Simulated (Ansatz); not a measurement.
# A hypothetical structure for BiB3, part 2 of 2

Starting from a made-up structure for BiB3, the aim is the relaxed cell, its shortest contacts and, where a second run follows, its electronic structure.

Ansatz 0.2.0; DFT, PBE, plane-wave PAW, files of the set soft_1, scalar-relativistic, no spin, cell and ions relaxed at zero pressure; PAW set soft_1 (the session's first sound run).

So far: Starting point; Relaxation of the guess. The relaxed cell has a = 3.345, c = 9.867 Å (conventional setting).

### Step 3. Bands of the relaxed cell

With the geometry fixed, one more self-consistent run, with a narrower smearing and the mesh shown in its input, gives the bands, and its pressure, and its forces where symmetry allows any, show how far the geometry depends on these settings.

This step: DFT, PBE, plane-wave PAW, files of the set soft_1, scalar-relativistic, no spin, bands and density of states at the relaxed cell; PAW set soft_1 (Ansatz 0.2.0).

Contents of input.yaml:

```yaml
crystal:
  lattice:
    - [-1.6726244657, 1.6726244657, 4.9335633664]
    - [1.6726244657, -1.6726244657, 4.9335633664]
    - [1.6726244657, 1.6726244657, -4.9335633664]
  atoms:
    - { symbol: Bi, position: [0.0, 0.0, 0.0] }
    - { symbol: B, position: [0.25, 0.75, 0.5] }
    - { symbol: B, position: [0.75, 0.25, 0.5] }
    - { symbol: B, position: [0.5, 0.5, 0.0] }
kpoints:
  mp_grid: { grid: [14, 14, 14] }
  band_path:
    path:
      - [[0.0, 0.0, 0.0], [0.0, 0.0, 0.5], [-0.05747057, 0.05747057, 0.5], [-0.27873528, 0.27873528, 0.27873528], [0.0, 0.0, 0.0], [0.5, 0.5, -0.5], [0.27873528, 0.72126472, -0.27873528], [0.0, 0.5, 0.0], [0.25, 0.25, 0.25], [0.5, 0.5, -0.05747057], [0.5, 0.5, -0.5]]
      - [[0.0, 0.0, 0.5], [0.25, 0.25, 0.25]]
    npoints: 7
scf:
  occupations: { method: fermi_dirac, width: 0.03 }
  n_extra_bands: 8
hamiltonian:
  xc: pbe
  pseudopotentials: { kind: paw, azcp: { folder: soft_1 } }
output:
  forces: true
  stress: true
  write_bands: true
  dos: { projected: true }
  write_density: true
  write_potential: true
  elf: true
  volumetric_format: npy
```

Command:

```bash
ansatz run input.yaml --threads 4 --pin off --max-ram 8192MiB --backend cpu --events-out ev --progress --plain --runs-dir out
```

Numbers of over 12 decimals in the logs are rounded to 6 here.

Output:

```text
[...]
Crystal: 4 atoms, lattice volume = 55.210 Å³
Basis set: ecut = 420 eV, 1085 PW (Γ), exchange–correlation on 80×80×80 points (8 copies of the dense FFT grid, shifted against one another)
Bands: 20, of which v1, the nominal top of the filled ones, is band 12 counted from 1 (11 counted from 0)
Symmetry: 16 space group operations
[...]
k-points: 244 of 2744
[...]
SCF iter   1: F=—  HF=-12858.482850 eV  |F-HF|=—  |Δ(HF+E_count)|=         —  Δρ=4.19e-2  dr2=1.54e0  ethr=3.10e-3  ⟨swp⟩=6.0  Hψ=24998  notcnv=0
[...]
SCF iter   7: F=-12858.016493 eV  HF=-12858.016493 eV  |F-HF|=4.15e-10  |Δ(HF+E_count)|=   6.53e-8  Δρ=3.39e-6  dr2=6.49e-9  ethr=3.66e-10  ⟨swp⟩=5.7  Hψ=23884  notcnv=0
SCF 1 converged in 7 iterations: F = -12858.016493 eV  dr2 = 6.49e-9
[...]
NSCF: frozen V_eff on 79 k-points
SCF converged after 7 iterations
Free energy (F): -12858.016493 eV
[...]
Internal energy: -12858.010705 eV  (E = F + TS)
E sigma→0 (E₀):  -12858.013599 eV
Entropy (-TS):   -0.005788 eV (-1.447 meV/atom)
Fermi energy:    10.502081 eV
[...]
--- Stress (GPa, compression-positive) ---
       -0.257829      -0.000000      -0.000000
       -0.000000      -0.257829      -0.000000
       -0.000000      -0.000000       0.266946
  P = ⅓ Tr σ = -0.0829 GPa (-0.829 kbar)
--- Band table (eV; the first three rows and the last of 244) ---
  k-point 0: bands = [... 8 lower, 8.4342, 8.4342, 10.0578, 10.0578, 10.5042, 11.1752, 13.3123, 13.8121, ... 4 higher]
  k-point 1: bands = [... 8 lower, 7.6095, 8.0541, 9.2950, 9.6598, 11.5580, 12.0985, 13.5120, 14.0473, ... 4 higher]
  k-point 2: bands = [... 8 lower, 6.4499, 7.1749, 8.3193, 8.8136, 13.2112, 13.5455, 13.8149, 14.3656, ... 4 higher]
  k-point 243: bands = [... 8 lower, 7.8778, 10.0155, 10.2929, 10.3436, 10.9815, 10.9815, 11.0117, 13.9276, ... 4 higher]
```

Run time: 5.6 s. Hardware: 4 threads of Arm Neoverse V2, shared host; peak memory 0.52 GiB.

Numbers from this step:

| Quantity | Value |
| --- | --- |
| free energy | -12858.0165 eV |
| energy at zero smearing | -12858.0136 eV |
| smearing term TS | 0.005788 eV |
| Fermi energy | 10.50 eV |
| pressure | -0.08290 GPa |

bands.tsv at the labelled points (eV, zero at the Fermi level; the bands that come nearest the Fermi level along the path):

| point | band 9 | band 10 | band 11 | band 12 | band 13 | band 14 | band 15 | band 16 |
| --- | --- | --- | --- | --- | --- | --- | --- | --- |
| Γ | -2.07 | -2.07 | -0.44 | -0.44 | 0.00 | 0.67 | 2.81 | 3.31 |
| X | -5.45 | -4.52 | -4.51 | -2.81 | -2.31 | 0.19 | 0.39 | 2.56 |
| Y | -5.73 | -4.64 | -3.18 | -2.75 | -2.25 | 0.29 | 0.46 | 2.43 |
| S | -4.71 | -1.88 | 0.39 | 1.32 | 1.73 | 2.42 | 2.80 | 3.05 |
| Γ | -2.07 | -2.07 | -0.44 | -0.44 | 0.00 | 0.67 | 2.81 | 3.31 |
| Z | -2.62 | -0.49 | -0.21 | -0.16 | 0.48 | 0.48 | 0.51 | 3.43 |
| S1 | -4.71 | -1.88 | 0.39 | 1.32 | 1.73 | 2.42 | 2.80 | 3.05 |
| N | -6.39 | -1.03 | -0.68 | 1.09 | 1.75 | 2.90 | 3.43 | 3.54 |
| P | -5.62 | -3.72 | -3.72 | -3.55 | -3.52 | 1.39 | 1.53 | 1.53 |
| Y1 | -5.73 | -4.64 | -3.18 | -2.75 | -2.25 | 0.29 | 0.46 | 2.43 |
| Z | -2.62 | -0.49 | -0.21 | -0.16 | 0.48 | 0.48 | 0.51 | 3.43 |
| X | -5.45 | -4.52 | -4.51 | -2.81 | -2.31 | 0.19 | 0.39 | 2.56 |
| P | -5.62 | -3.72 | -3.72 | -3.55 | -3.52 | 1.39 | 1.53 | 1.53 |

Counts of states for the cell as run, both spins, by energy window (eV from the Fermi level):

```csv
from,to,total
-8,-7,1.05
-7,-6,0.99
-6,-5,1.25
-5,-4,1.14
-4,-3,1.40
-3,-2,1.55
-2,-1,1.63
-1,0,1.58
0,1,1.74
1,2,1.98
2,3,2.29
3,4,2.38
4,5,1.77
```

Below -8 eV lie 13.4 more states.

ELF in the ab plane of the cell as run, not the conventional one, at fractional z = 0.000, with atoms of Bi and B within 0.2 Å of it. It is the smooth field of the valence electrons, not physical close to the nuclei.

Ten even steps from '_' (0.03) to '@' (0.78), each cell a mean:
```
....--==----++%%%%**--::--==::
--::--==--::--++**++--..::--==
========++==::::----::....::--
--====++**##**--............::
::::--++%%@@@@##--..__..::----
++--::++%%@@##****--....--++**
%%++::::**%%--__--**--..--**%%
@@##==::--**==____**##--::++%%
####==::..--**==--##@@**::--++
====--..__..--**%%@@@@##==::--
::::::..____..--**%%%%**++----
--::........::::::++++++======
==--::..::--====::::--====----
::==--::::==####++--::====::..
..::==--::==##@@%%++::--==--..
```
Columns run along a (5.5 Å), rows up along b (5.5 Å). Atoms in or near the plane, at fractional coordinates: Bi at (0.00, 0.00), B at (0.50, 0.50).

Electrostatic potential energy in the ab plane of the cell as run, not the conventional one, at fractional z = 0.000, with atoms of Bi and B within 0.2 Å of it. With pseudopotentials it is smooth inside the atoms' cores, unlike the true potential.

Ten even steps from '0' (-44 eV) to '9' (14 eV), each cell a mean:
```
001689999999730
101489999999973
533589999999997
876788999999999
998887789999999
999986347999999
999996213799999
999998411489999
999999842379999
999999986678999
999999999888888
899999999987546
479999999986311
037999999997300
004899999998510
```
Columns run along a (5.5 Å; values clipped at the 3rd and 97th percentile), rows up along b (5.5 Å). Atoms in or near the plane, at fractional coordinates: Bi at (0.00, 0.00), B at (0.50, 0.50).

Valence density in the ab plane of the cell as run, not the conventional one, at fractional z = 0.000, with atoms of Bi and B within 0.2 Å of it. It is the smooth field of the valence electrons, not physical close to the nuclei.

Ten steps, logarithmic in the rise over the least value, from '0' (0.1 e/Å³) to '9' (7.8 e/Å³), each cell a mean:
```
997421122211368
887531112110136
566532101100013
234433210000001
112334321000011
111234442100112
211123433210122
221012333421012
221001234432111
111000123443211
110000012333332
310000001234554
631001111124677
863111221113689
986311222112589
```
Columns run along a (5.5 Å), rows up along b (5.5 Å). Atoms in or near the plane, at fractional coordinates: Bi at (0.00, 0.00), B at (0.50, 0.50).

### Step 4. Outcome

```yaml
space_group_relaxed: I4/mmm
conventional_cell: a = 3.345, b = 3.345, c = 9.867 Å; α = 90.0°, β = 90.0°, γ = 90.0°
volume_per_atom: 13.80 Å³ (guess 12.43)
```

BiB3 relaxes to I4/mmm with a = 3.345, b = 3.345 and c = 9.867 Å. The guessed volume was 10 % too small. The space group I4/mmm was held in the relaxation, so the end point is a stationary structure within it and may be a saddle against distortions or other arrangements. Bands cross the Fermi level, so it is a metal or semimetal at this level. On the 14×14×14 mesh with the narrower smearing (relaxed on 10×10×10) the forces vanish, as symmetry may demand, and the largest stress component is 0.267 GPa, against the relaxation's thresholds of 0.015 eV/Å and 0.05 GPa. The cutoff wasn't tested. A vector of the cell changed its length by 18 %, more than the volume shows. Spin-orbit coupling is left out, which can matter for elements this heavy. No dispersion term is used, so weakly bound directions may come out too long. Nothing here tests whether the compound is stable against decomposition.

[Logs are printed without paths, hosts, clocks, repeated set-up lines and the standing remarks that a program may print on its own settings, such as how far it seeks lower states.]

[Hosts, paths, dates, database ids (printed as entryN), source tags and the programs' standing remarks are cut or masked in the printed files.]
